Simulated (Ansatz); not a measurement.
**CsPbBr3 (Pm-3m): bands and screening cutoff converge together**

Can the band sum of G0W0 be converged at a fixed screening cutoff? A test on CsPbBr3 (Pm-3m).

Main program and level: Ansatz 0.2.0; G0W0 on PBE, plane waves, PAW; PAW set soft_1.

Report form: the programs' logs are mostly left out.

### Step 1. Starting point

It takes space group Pm-3m (No. 221, cubic). The conventional cell has a = 5.870 Å, b = 5.870 Å, c = 5.870 Å, α = 90.00°, β = 90.00°, γ = 90.00°. Cs has 12 Br at 4.15 Å nearest. Nearest to Pb lie 6 Br at 2.94 Å. Br has 2 Pb at 2.94 Å and 4 Cs at 4.15 Å nearest. Farther neighbours and most contacts between anions are not listed.

The cell and positions come from the Crystallography Open Database and are kept as given unless a step says otherwise. Spin-orbit coupling is left out unless a step names it.

### Step 2. 162 empty bands, screening to 50 eV

Now the one-shot GW correction: screening in the RPA, then the self-energy of the levels asked for. This step takes PAW set soft_1 files.

The input, input.yaml:

```yaml
crystal:
  lattice:
    - [5.87, 0.0, 0.0]
    - [0.0, 5.87, 0.0]
    - [0.0, 0.0, 5.87]
  atoms:
    - { symbol: Cs, position: [0.0, 0.0, 0.0] }
    - { symbol: Pb, position: [0.5, 0.5, 0.5] }
    - { symbol: Br, position: [0.0, 0.5, 0.5] }
    - { symbol: Br, position: [0.5, 0.0, 0.5] }
    - { symbol: Br, position: [0.5, 0.5, 0.0] }
kpoints:
  mp_grid: { grid: [2, 2, 2] }
hamiltonian:
  xc: pbe
  pseudopotentials: { kind: paw, azcp: { folder: soft_1 } }
scf:
  occupations: { method: fixed }
gw:
  n_empty_bands: 162
  ecut_chi: 50
  qp_bands: [v2, c2]
  qp_kpoints: band_edges
  screening: { model: contour_deformation }
```

Launch:

```
$ ansatz run input.yaml --threads 2 --pin off --max-ram 92160MiB --backend cuda --events-out ev --progress --plain --runs-dir out --devices 1 --max-vram 13GiB
```

The job ended after 4.2 s (1 × NVIDIA H100 80GB HBM3 (shared by 6 runs) with 2 threads of AMD EPYC 7R13 (Zen 3), shared host; peak memory 1.1 GiB).

Numbers from this step:

* bands summed: 184
* RPA ε∞ on this mesh (eigenvalues): 11.89, 11.89, 11.89
* plane waves in the screening matrix: 171
* q-points in the mesh: 8
* G0W0 gap on the mesh: 2.184 eV
* k of the valence top: -0.5, -0.5, -0.5
* k of the conduction bottom: -0.5, -0.5, -0.5
* starting gap on the mesh: 1.471 eV
* Z at the valence top: 0.7552
* Z at the conduction bottom: 0.7683
* least direct G0W0 gap on the computed points: 2.184 eV

The gap on the mesh goes from 1.47 eV to 2.18 eV, a correction of +0.71 eV. Between the two edge states, bare exchange in place of the xc potential would open the gap by 6.14 eV, and correlation takes back 5.42 eV.

### Step 3. 843 empty bands, screening to 50 eV

Edit input.yaml of step 2 so:

```diff
@@ -19,3 +19,3 @@
 gw:
-  n_empty_bands: 162
+  n_empty_bands: 843
   ecut_chi: 50
```

Wall time 13 s (1 × NVIDIA H100 80GB HBM3 (shared by 6 runs) with 2 threads); peak memory 1.5 GiB.

Numbers from this step:

```
bands summed                                 : 865
RPA ε∞ on this mesh (eigenvalues)            : 11.94, 11.94, 11.94
plane waves in the screening matrix          : 171
G0W0 gap on the mesh                         : 2.212 eV
k of the valence top                         : -0.5, -0.5, -0.5
k of the conduction bottom                   : -0.5, -0.5, -0.5
starting gap on the mesh                     : 1.471 eV
least direct G0W0 gap on the computed points : 2.212 eV
```

Against the run with 2×2×2 mesh, 162 empty bands, screening to 50 eV, PAW set soft_1 files, the gap moves by +0.03 eV.

### Step 4. 459 empty bands, screening to 100 eV

Another rung: the empty bands reach about as high as the screening cutoff, so the two stay in balance.

Edit input.yaml of step 3 so:

```diff
@@ -19,4 +19,4 @@
 gw:
-  n_empty_bands: 843
-  ecut_chi: 50
+  n_empty_bands: 459
+  ecut_chi: 100
   qp_bands: [v2, c2]
```

It took 6.4 s on 1 × NVIDIA H100 80GB HBM3 (shared by 6 runs) with 2 threads; peak memory 1.4 GiB.

The G0W0 gap on the mesh is 2.357 eV.

### Step 5. 2386 empty bands, screening to 100 eV

Edit input.yaml of step 4 so:

```diff
@@ -19,3 +19,3 @@
 gw:
-  n_empty_bands: 459
+  n_empty_bands: 2386
   ecut_chi: 100
```

Elapsed: 67 s, on 1 × NVIDIA H100 80GB HBM3 (shared by 6 runs) with 2 threads; peak memory 2.9 GiB.

The G0W0 gap on the mesh is 2.410 eV.

### Step 6. 162 empty bands, screening to 150 eV

Edit input.yaml of step 5 so:

```diff
@@ -19,4 +19,4 @@
 gw:
-  n_empty_bands: 2386
-  ecut_chi: 100
+  n_empty_bands: 162
+  ecut_chi: 150
   qp_bands: [v2, c2]
```

It took 5.7 s on 1 × NVIDIA H100 80GB HBM3 (shared by 6 runs) with 2 threads; peak memory 1.5 GiB; 5.9 s of CPU time.

The G0W0 gap on the mesh is 2.308 eV.

### Step 7. 843 empty bands, screening to 150 eV

Edit input.yaml of step 6 so:

```diff
@@ -19,3 +19,3 @@
 gw:
-  n_empty_bands: 162
+  n_empty_bands: 843
   ecut_chi: 150
```

Elapsed: 8.9 s, on 1 × NVIDIA H100 80GB HBM3 (shared by 6 runs) with 2 threads; peak memory 1.9 GiB.

The G0W0 gap on the mesh is 2.499 eV.

### Step 8. 1498 empty bands, screening to 220 eV

Edit input.yaml of step 7 so:

```diff
@@ -19,4 +19,4 @@
 gw:
-  n_empty_bands: 843
-  ecut_chi: 150
+  n_empty_bands: 1498
+  ecut_chi: 220
   qp_bands: [v2, c2]
```

It took 30 s on 1 × NVIDIA H100 80GB HBM3 (shared by 6 runs) with 2 threads; peak memory 3 GiB; 42 s of CPU time.

The G0W0 gap on the mesh is 2.599 eV.

### Step 9. 459 empty bands, screening to 300 eV

Edit input.yaml of step 8 so:

```diff
@@ -19,4 +19,4 @@
 gw:
-  n_empty_bands: 1498
-  ecut_chi: 220
+  n_empty_bands: 459
+  ecut_chi: 300
   qp_bands: [v2, c2]
```

Wall time 16 s (1 × NVIDIA H100 80GB HBM3 (shared by 6 runs) with 2 threads); peak memory 4 GiB; 18 s of CPU time.

The G0W0 gap on the mesh is 2.439 eV.

### Step 10. The grid

Start PBE, 2×2×2 mesh. Times are wall times on 1 × NVIDIA H100 80GB HBM3 (shared by 6 runs) with 2 threads of AMD EPYC 7R13 (Zen 3), shared host, good to a factor of about two.

| cutoff (eV) | plane waves at q = 0 | bands summed | gap (eV) | Σc valence (eV) | Σc conduction (eV) | time |
| --- | --- | --- | --- | --- | --- | --- |
| 50 | 171 | 184 | 2.184 | 2.01 | -3.42 | 4.2 s |
| 50 | 171 | 865 | 2.212 | 1.77 | -3.63 | 13 s |
| 100 | 461 | 481 | 2.357 | 1.59 | -3.66 | 6.4 s |
| 100 | 461 | 2408 | 2.410 | 1.44 | -3.76 | 67 s |
| 150 | 847 | 184 | 2.308 | 1.91 | -3.39 | 5.7 s |
| 150 | 847 | 865 | 2.499 | 1.35 | -3.76 | 8.9 s |
| 220 | 1503 | 1520 | 2.599 | 1.21 | -3.80 | 30 s |
| 300 | 2373 | 481 | 2.439 | 1.51 | -3.66 | 16 s |

### Step 11. Summary of results

```
184 bands, 50 eV                   : 2.184 eV
865 bands, 50 eV                   : 2.212 eV
481 bands, 100 eV                  : 2.357 eV
2408 bands, 100 eV                 : 2.410 eV
184 bands, 150 eV                  : 2.308 eV
865 bands, 150 eV                  : 2.499 eV
1520 bands, 220 eV                 : 2.599 eV
481 bands, 300 eV                  : 2.439 eV
estimated limit along the diagonal : 2.73 eV
mesh and start                     : 2×2×2, PBE
```

**Reading.** At 50 eV, going from 184 to 865 bands moves the gap by +0.03 eV. At 100 eV, going from 481 to 2408 bands moves the gap by +0.05 eV. At 150 eV, going from 184 to 865 bands moves the gap by +0.19 eV. At 184 bands, raising the cutoff from 50 to 150 eV moves it by +0.12 eV. At 865 bands, raising the cutoff from 50 to 150 eV moves it by +0.29 eV. At 481 bands, raising the cutoff from 100 to 300 eV moves it by +0.08 eV. Along the diagonal, where both rise together, the two highest rungs point to 2.73 eV. Gaps are over the mesh's points; an edge off the mesh would be missed. A low cutoff hides what high bands add, so a band series at one cutoff can look settled before the gap is. The 2×2×2 mesh is coarse for this cell (its supercell is 12 Å along the shortest edge). The RPA ε∞ on it, from the PBE start, is 11.77; such meshes misread the long-range screening, most where the gap is narrow. Where an edge is built on 6p states of lead, bismuth or thallium, scalar-relativistic gaps usually stand too wide, by a few tenths to over one eV. This is the ideal cubic cell; many perovskites, halides above all, are cubic only on average, and local tilts or off-centring can widen the gap. The many-body steps are scalar-relativistic: spin-orbit coupling is not in them.

[Paths, hosts, dates, memory and timing lines, banners, echoed tables and standing remarks are left out of the program output.]

[Logs are printed without paths, hosts, clocks, repeated set-up lines and the standing remarks that a program may print on its own settings, such as how far it seeks lower states.]

[Runs of the session that timed out or met a known fault of the program may be left out.]

[Cells called generated may have been cut or substituted from an entry of the Crystallography Open Database or the Materials Project.]

[Hosts, paths, dates, database ids (printed as entryN), source tags and the programs' standing remarks are cut or masked in the printed files.]
